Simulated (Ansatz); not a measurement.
# AlZn2Cd: relaxing a made-up structure, part 2 of 2

Starting from a made-up structure for AlZn2Cd, the aim is the relaxed cell, its shortest contacts and, where a second run follows, its electronic structure.

Ansatz 0.2.0; DFT, r2SCAN, plane-wave PAW, files of the set soft_1, scalar-relativistic, no spin, cell and ions relaxed at zero pressure; PAW set soft_1 (the session's first sound run).

So far: The structure; Relaxation of the guess. The relaxed cell has a, b, c = 4.202, 9.639, 7.020 Å (conventional setting).

**3. Bands of the relaxed cell**

A second self-consistent run takes a narrower smearing and the mesh shown in its input; the bands follow along the standard path of the relaxed lattice.

This step: DFT, r2SCAN, plane-wave PAW, files of the set soft_1, scalar-relativistic, no spin, bands and density of states at the relaxed cell; PAW set soft_1 (Ansatz 0.2.0).

input.yaml reads:

```yaml
crystal:
  lattice:
    - [2.1008806667, -4.8197355093, 0.0]
    - [2.1008806667, 4.8197355093, 0.0]
    - [0.0, 0.0, 7.0202191964]
  atoms:
    - { symbol: Cd, position: [0.0561770435, 0.9438229565, 0.25] }
    - { symbol: Cd, position: [0.9438229565, 0.0561770435, 0.75] }
    - { symbol: Zn, position: [0.6294943553, 0.3705056447, 0.5644971716] }
    - { symbol: Zn, position: [0.3705056447, 0.6294943553, 0.4355028284] }
    - { symbol: Zn, position: [0.3705056447, 0.6294943553, 0.0644971716] }
    - { symbol: Zn, position: [0.6294943553, 0.3705056447, 0.9355028284] }
    - { symbol: Al, position: [0.7646654776, 0.2353345224, 0.25] }
    - { symbol: Al, position: [0.2353345224, 0.7646654776, 0.75] }
kpoints:
  mp_grid: { grid: [8, 8, 6] }
  band_path:
    path:
      - [[0.0, 0.0, 0.0], [0.2975003, 0.2975003, 0.0], [0.0, 0.5, 0.0], [0.0, 0.5, 0.5], [0.2975003, 0.2975003, 0.5], [0.0, 0.0, 0.5], [0.0, 0.0, 0.0], [-0.5, 0.5, 0.0], [-0.2975003, 0.7024997, 0.0], [-0.2975003, 0.7024997, 0.5], [-0.5, 0.5, 0.5], [-0.5, 0.5, 0.0]]
      - [[0.0, 0.0, 0.5], [-0.5, 0.5, 0.5]]
    npoints: 6
scf:
  occupations: { method: fermi_dirac, width: 0.03 }
  n_extra_bands: 12
hamiltonian:
  xc: r2scan
  pseudopotentials: { kind: paw, azcp: { folder: soft_1 } }
output:
  forces: true
  stress: true
  write_bands: true
  dos: { projected: true }
  write_density: true
  write_potential: true
  elf: true
  volumetric_format: npy
```

Run with:

```console
> ansatz run input.yaml --threads 4 --pin off --max-ram 10240MiB --backend cpu --events-out ev --progress --plain --runs-dir out
```

Numbers of over 12 decimals in the logs are rounded to 6 here.

What it wrote:

```text
[...]
Crystal: 8 atoms, lattice volume = 142.169 Å³
Basis set: ecut = 500 eV, 3627 PW (Γ), exchange–correlation on 160×160×216 points (64 copies of the dense FFT grid, shifted against one another)
Bands: 59, of which v1, the nominal top of the filled ones, is band 47 counted from 1 (46 counted from 0)
Symmetry: 8 space group operations
[...]
k-points: 84 of 384
[...]
SCF iter  11: F=-30918.868366 eV  HF=-30918.868366 eV  |F-HF|=3.42e-10  |Δ(HF+E_count)|=   6.08e-8  Δρ=2.11e-6  dr2=7.36e-9  dr2_τ=2.81e-10  ethr=1.06e-10  ⟨swp⟩=14.6  Hψ=35588  notcnv=0
SCF 1 converged in 11 iterations: F = -30918.868366 eV  dr2 = 7.36e-9
[...]
NSCF: frozen V_eff on 74 k-points
SCF converged after 11 iterations
Free energy (F): -30918.868366 eV
[...]
Internal energy: -30918.861001 eV  (E = F + TS)
E sigma→0 (E₀):  -30918.864684 eV
Entropy (-TS):   -0.007365 eV (-0.921 meV/atom)
Fermi energy:    10.702388 eV
[...]
--- Forces (eV/Å), atoms counted from 1 ---
  atom   1  Cd     0.00000000    -0.01622580     0.00000000
  atom   2  Cd     0.00000000     0.01622580     0.00000000
  atom   3  Zn     0.00000000     0.00047042    -0.01536494
  atom   4  Zn    -0.00000000    -0.00047042     0.01536494
  atom   5  Zn     0.00000000    -0.00047042    -0.01536494
  atom   6  Zn     0.00000000     0.00047042     0.01536494
  atom   7  Al     0.00000000     0.04268565     0.00000000
  atom   8  Al     0.00000000    -0.04268565     0.00000000
  max |Σ_I F_I| component: 6.94e-18 eV/Å
--- Stress (GPa, compression-positive) ---
        0.287718       0.000000       0.000000
        0.000000      -0.488086       0.000000
        0.000000       0.000000       0.048240
  P = ⅓ Tr σ = -0.0507 GPa (-0.507 kbar)
--- Band table (eV; the first three rows and the last of 84) ---
  k-point 0: bands = [... 43 lower, 9.8888, 10.6185, 10.9639, 11.5056, 11.5856, 11.9174, 12.1211, 12.7944, ... 8 higher]
  k-point 1: bands = [... 43 lower, 9.5622, 10.3686, 10.7036, 11.3733, 11.5877, 12.0776, 12.3856, 12.7332, ... 8 higher]
  k-point 2: bands = [... 43 lower, 9.0460, 9.6031, 9.9332, 10.9524, 11.6609, 12.3008, 12.5298, 12.9305, ... 8 higher]
  k-point 83: bands = [... 43 lower, 9.0133, 9.8892, 9.8892, 10.8149, 10.8149, 11.9491, 11.9491, 15.8963, ... 8 higher]
```

Elapsed: 43 s, on 4 threads of Arm Neoverse V1, shared host; peak memory 1.3 GiB; 2.7 min of CPU time.

The column dr2 measures how far the density is from self-consistency, as an energy; F and HF (Harris–Foulkes) agree once it is small.

This step gave:

```
free energy             : -30918.8684 eV
energy at zero smearing : -30918.8647 eV
smearing term TS        : 0.007365 eV
Fermi energy            : 10.70 eV
pressure                : -0.05071 GPa
```

bands.tsv at the labelled points (eV, zero at the Fermi level; the bands that come nearest the Fermi level along the path):

```
point  band 43  band 44  band 45  band 46  band 47  band 48  band 49  band 50
    Γ    -2.77    -0.81    -0.08     0.26     0.80     0.88     1.21     1.42
    X    -3.98    -3.49    -3.21    -2.78    -2.23     0.46     0.70     2.77
    S    -3.67    -3.58    -3.40    -3.28    -0.81    -0.02     0.08     0.26
    R    -3.10    -3.10    -2.21    -2.21    -0.59    -0.59     1.06     1.06
    A    -5.12    -5.12    -0.49    -0.49     0.73     0.73     1.09     1.09
    Z    -2.17    -2.17    -1.57    -1.57     0.63     0.63     1.93     1.93
    Γ    -2.77    -0.81    -0.08     0.26     0.80     0.88     1.21     1.42
    Y    -4.62    -4.32    -1.86     0.42     1.33     2.46     2.55     2.89
   X1    -3.98    -3.49    -3.21    -2.78    -2.23     0.46     0.70     2.77
   A1    -5.12    -5.12    -0.49    -0.49     0.73     0.73     1.09     1.09
    T    -1.69    -1.69    -0.81    -0.81     0.11     0.11     1.25     1.25
    Y    -4.62    -4.32    -1.86     0.42     1.33     2.46     2.55     2.89
    Z    -2.17    -2.17    -1.57    -1.57     0.63     0.63     1.93     1.93
    T    -1.69    -1.69    -0.81    -0.81     0.11     0.11     1.25     1.25
```

States per cell as run, both spins, in windows of 1 eV, from dos.tsv (zero at the Fermi level):

| from | to | total |
| --- | --- | --- |
| -8 | -7 | 32.99 |
| -7 | -6 | 1.66 |
| -6 | -5 | 1.82 |
| -5 | -4 | 2.01 |
| -4 | -3 | 2.32 |
| -3 | -2 | 2.37 |
| -2 | -1 | 2.62 |
| -1 | 0 | 2.48 |
| 0 | 1 | 2.40 |
| 1 | 2 | 2.83 |
| 2 | 3 | 3.21 |
| 3 | 4 | 3.19 |
| 4 | 5 | 3.20 |

A further 45.7 states lie below the table's range.

ELF in the bc plane of the conventional cell at fractional x = 0.000, with atoms of Cd and Zn and Al within 0.2 Å of it. It is the smooth field of the valence electrons, not physical close to the nuclei.

Ten even steps from '0' (0.00) to '9' (0.90), each cell a mean:
```
111123542111232100012211111
112345676433332100011111122
223444467653222100112112333
323541114542112222222113576
423531412431112333332223698
323541114542112222222213576
223443467653222100112112343
112345676433332100011111222
111123542111232100012211111
111112221000232100123321111
111111210000123222356532211
232211111000123335676544322
454321221111221235752135422
698421233322211124412225523
698421233333211124412225523
454321222111221235752135422
232211111000123345676544322
111111210000123222356532211
111112221000232100123321111
```
Columns run along b (9.6 Å), rows up along c (7.0 Å), edges of the conventional cell, whose origin can differ from the input's. Atoms in or near the plane, at fractional coordinates: Cd at (0.94, 0.75), Cd at (0.06, 0.25), Zn at (0.37, 0.06), Zn at (0.63, 0.94), Zn at (0.63, 0.56), Zn at (0.37, 0.44), Al at (0.24, 0.75), Al at (0.76, 0.25).

Valence density in the bc plane of the conventional cell at fractional x = 0.000, with atoms of Cd and Zn and Al within 0.2 Å of it. It is the smooth field of the valence electrons, not physical close to the nuclei.

Values in e/Å³, 10 rows by 16 columns, each cell a mean:
```
 0  0  0  0  0  1  1  0  0  9 20  1  0  0  0  0
 1  0  0  0  0  0  0  0  0  1  2  0  0  0  3  6
 3  0  0  0  0  0  0  0  0  0  0  0  0  1 10 18
 1  0  0  0  0  0  0  0  0  3  6  1  0  0  2  3
 0  0  0  0  0  1  1  0  0  8 18  1  0  0  0  0
 0  0  0  0  0 13 17  1  0  0  1  0  0  0  0  0
 5  5  1  0  0  2  2  0  0  0  0  0  0  0  0  1
14 15  2  0  0  0  0  0  0  0  0  0  0  0  0  1
 2  3  0  0  0  4  5  0  0  0  0  0  0  0  0  0
 0  0  0  0  0 11 14  1  0  1  2  0  0  0  0  0
```
Columns run along b (9.6 Å), rows up along c (7.0 Å), edges of the conventional cell, whose origin can differ from the input's. Atoms in or near the plane, at fractional coordinates: Cd at (0.94, 0.75), Cd at (0.06, 0.25), Zn at (0.37, 0.06), Zn at (0.63, 0.94), Zn at (0.63, 0.56), Zn at (0.37, 0.44), Al at (0.24, 0.75), Al at (0.76, 0.25).

Electrostatic potential energy in the bc plane of the conventional cell at fractional x = 0.000, with atoms of Cd and Zn and Al within 0.2 Å of it. With pseudopotentials it is smooth inside the atoms' cores, unlike the true potential.

Ten even steps from '_' (-51 eV) to '@' (13 eV), each cell a mean:
```
@@@@@@@@@@@@@@@@##++++**@@@@%%--____..**@@@@@@@@@@@@@@
@@@@@@@@@@@@%%%%@@@@@@@@@@@@%%--____..**@@@@@@@@%%%%%%
##@@@@@@%%######%%@@@@@@@@@@@@**--::==%%@@@@@@%%******
**%%@@%%####@@%%##%%@@@@@@@@@@@@####%%@@@@@@%%**++====
++##@@%%##%%@@@@##%%@@@@@@@@@@@@@@@@@@@@@@@@%%**==--==
++%%@@%%####@@%%##%%@@@@@@@@@@@@%%##%%@@@@@@%%**++====
##@@@@@@%%######%%@@@@@@@@@@@@**--::==%%@@@@@@%%******
@@@@@@@@@@@@%%%%@@@@@@@@@@@@%%--____..**@@@@@@@@%%%%%%
@@@@@@@@@@@@@@@@%%++++**@@@@%%--____..**@@@@@@@@@@@@@@
@@@@@@@@@@@@@@%%==..__::##@@@@**--::==%%@@@@@@@@@@@@@@
@@@@@@@@@@@@@@%%--____..**@@@@@@####%%@@@@@@@@@@@@@@@@
######%%@@@@@@%%==..__::##@@@@@@@@@@@@%%####%%@@@@@@@@
++++++**%%@@@@@@%%++++**@@@@@@@@@@@@%%########%%@@@@##
======++##@@@@@@@@@@%%@@@@@@@@@@@@@@####@@@@####@@%%**
==--==++##@@@@@@@@@@@@@@@@@@@@@@@@@@####@@@@####@@%%**
++++++**%%@@@@@@%%++++##@@@@@@@@@@@@%%########%%@@@@##
######%%@@@@@@%%==..__::##@@@@@@@@@@@@%%####%%@@@@@@@@
@@@@@@@@@@@@@@%%--____..**@@@@@@%%##%%@@@@@@@@@@@@@@@@
@@@@@@@@@@@@@@%%==..__::##@@@@**--::==%%@@@@@@@@@@@@@@
```
Columns run along b (9.6 Å; values clipped at the 3rd and 97th percentile), rows up along c (7.0 Å), edges of the conventional cell, whose origin can differ from the input's. Atoms in or near the plane, at fractional coordinates: Cd at (0.94, 0.75), Cd at (0.06, 0.25), Zn at (0.37, 0.06), Zn at (0.63, 0.94), Zn at (0.63, 0.56), Zn at (0.37, 0.44), Al at (0.24, 0.75), Al at (0.76, 0.25).

**4. Summary of results**

```
space group, relaxed : Cmcm
conventional cell    : a = 4.202, b = 9.639, c = 7.020 Å; α = 90.0°, β = 90.0°, γ = 90.0°
volume per atom      : 17.77 Å³ (guess 15.72)
```

In words: AlZn2Cd relaxes to Cmcm with a = 4.202, b = 9.639 and c = 7.020 Å. The guessed volume was 12 % too small. The space group Cmcm was held in the relaxation, so the end point is a stationary structure within it and may be a saddle against distortions or other arrangements. Bands cross the Fermi level, so it is a metal or semimetal at this level. On the 8×8×6 mesh with the narrower smearing (relaxed on 7×7×4) the largest force component is 0.043 eV/Å and the largest stress component is 0.488 GPa, against the relaxation's thresholds of 0.015 eV/Å and 0.05 GPa. The cutoff wasn't tested. No dispersion term is used, so weakly bound directions may come out too long. Nothing here tests whether the compound is stable against decomposition.

[Logs are printed without paths, hosts, clocks, repeated set-up lines and the standing remarks that a program may print on its own settings, such as how far it seeks lower states.]

[Hosts, paths, dates, database ids (printed as entryN), source tags and the programs' standing remarks are cut or masked in the printed files.]
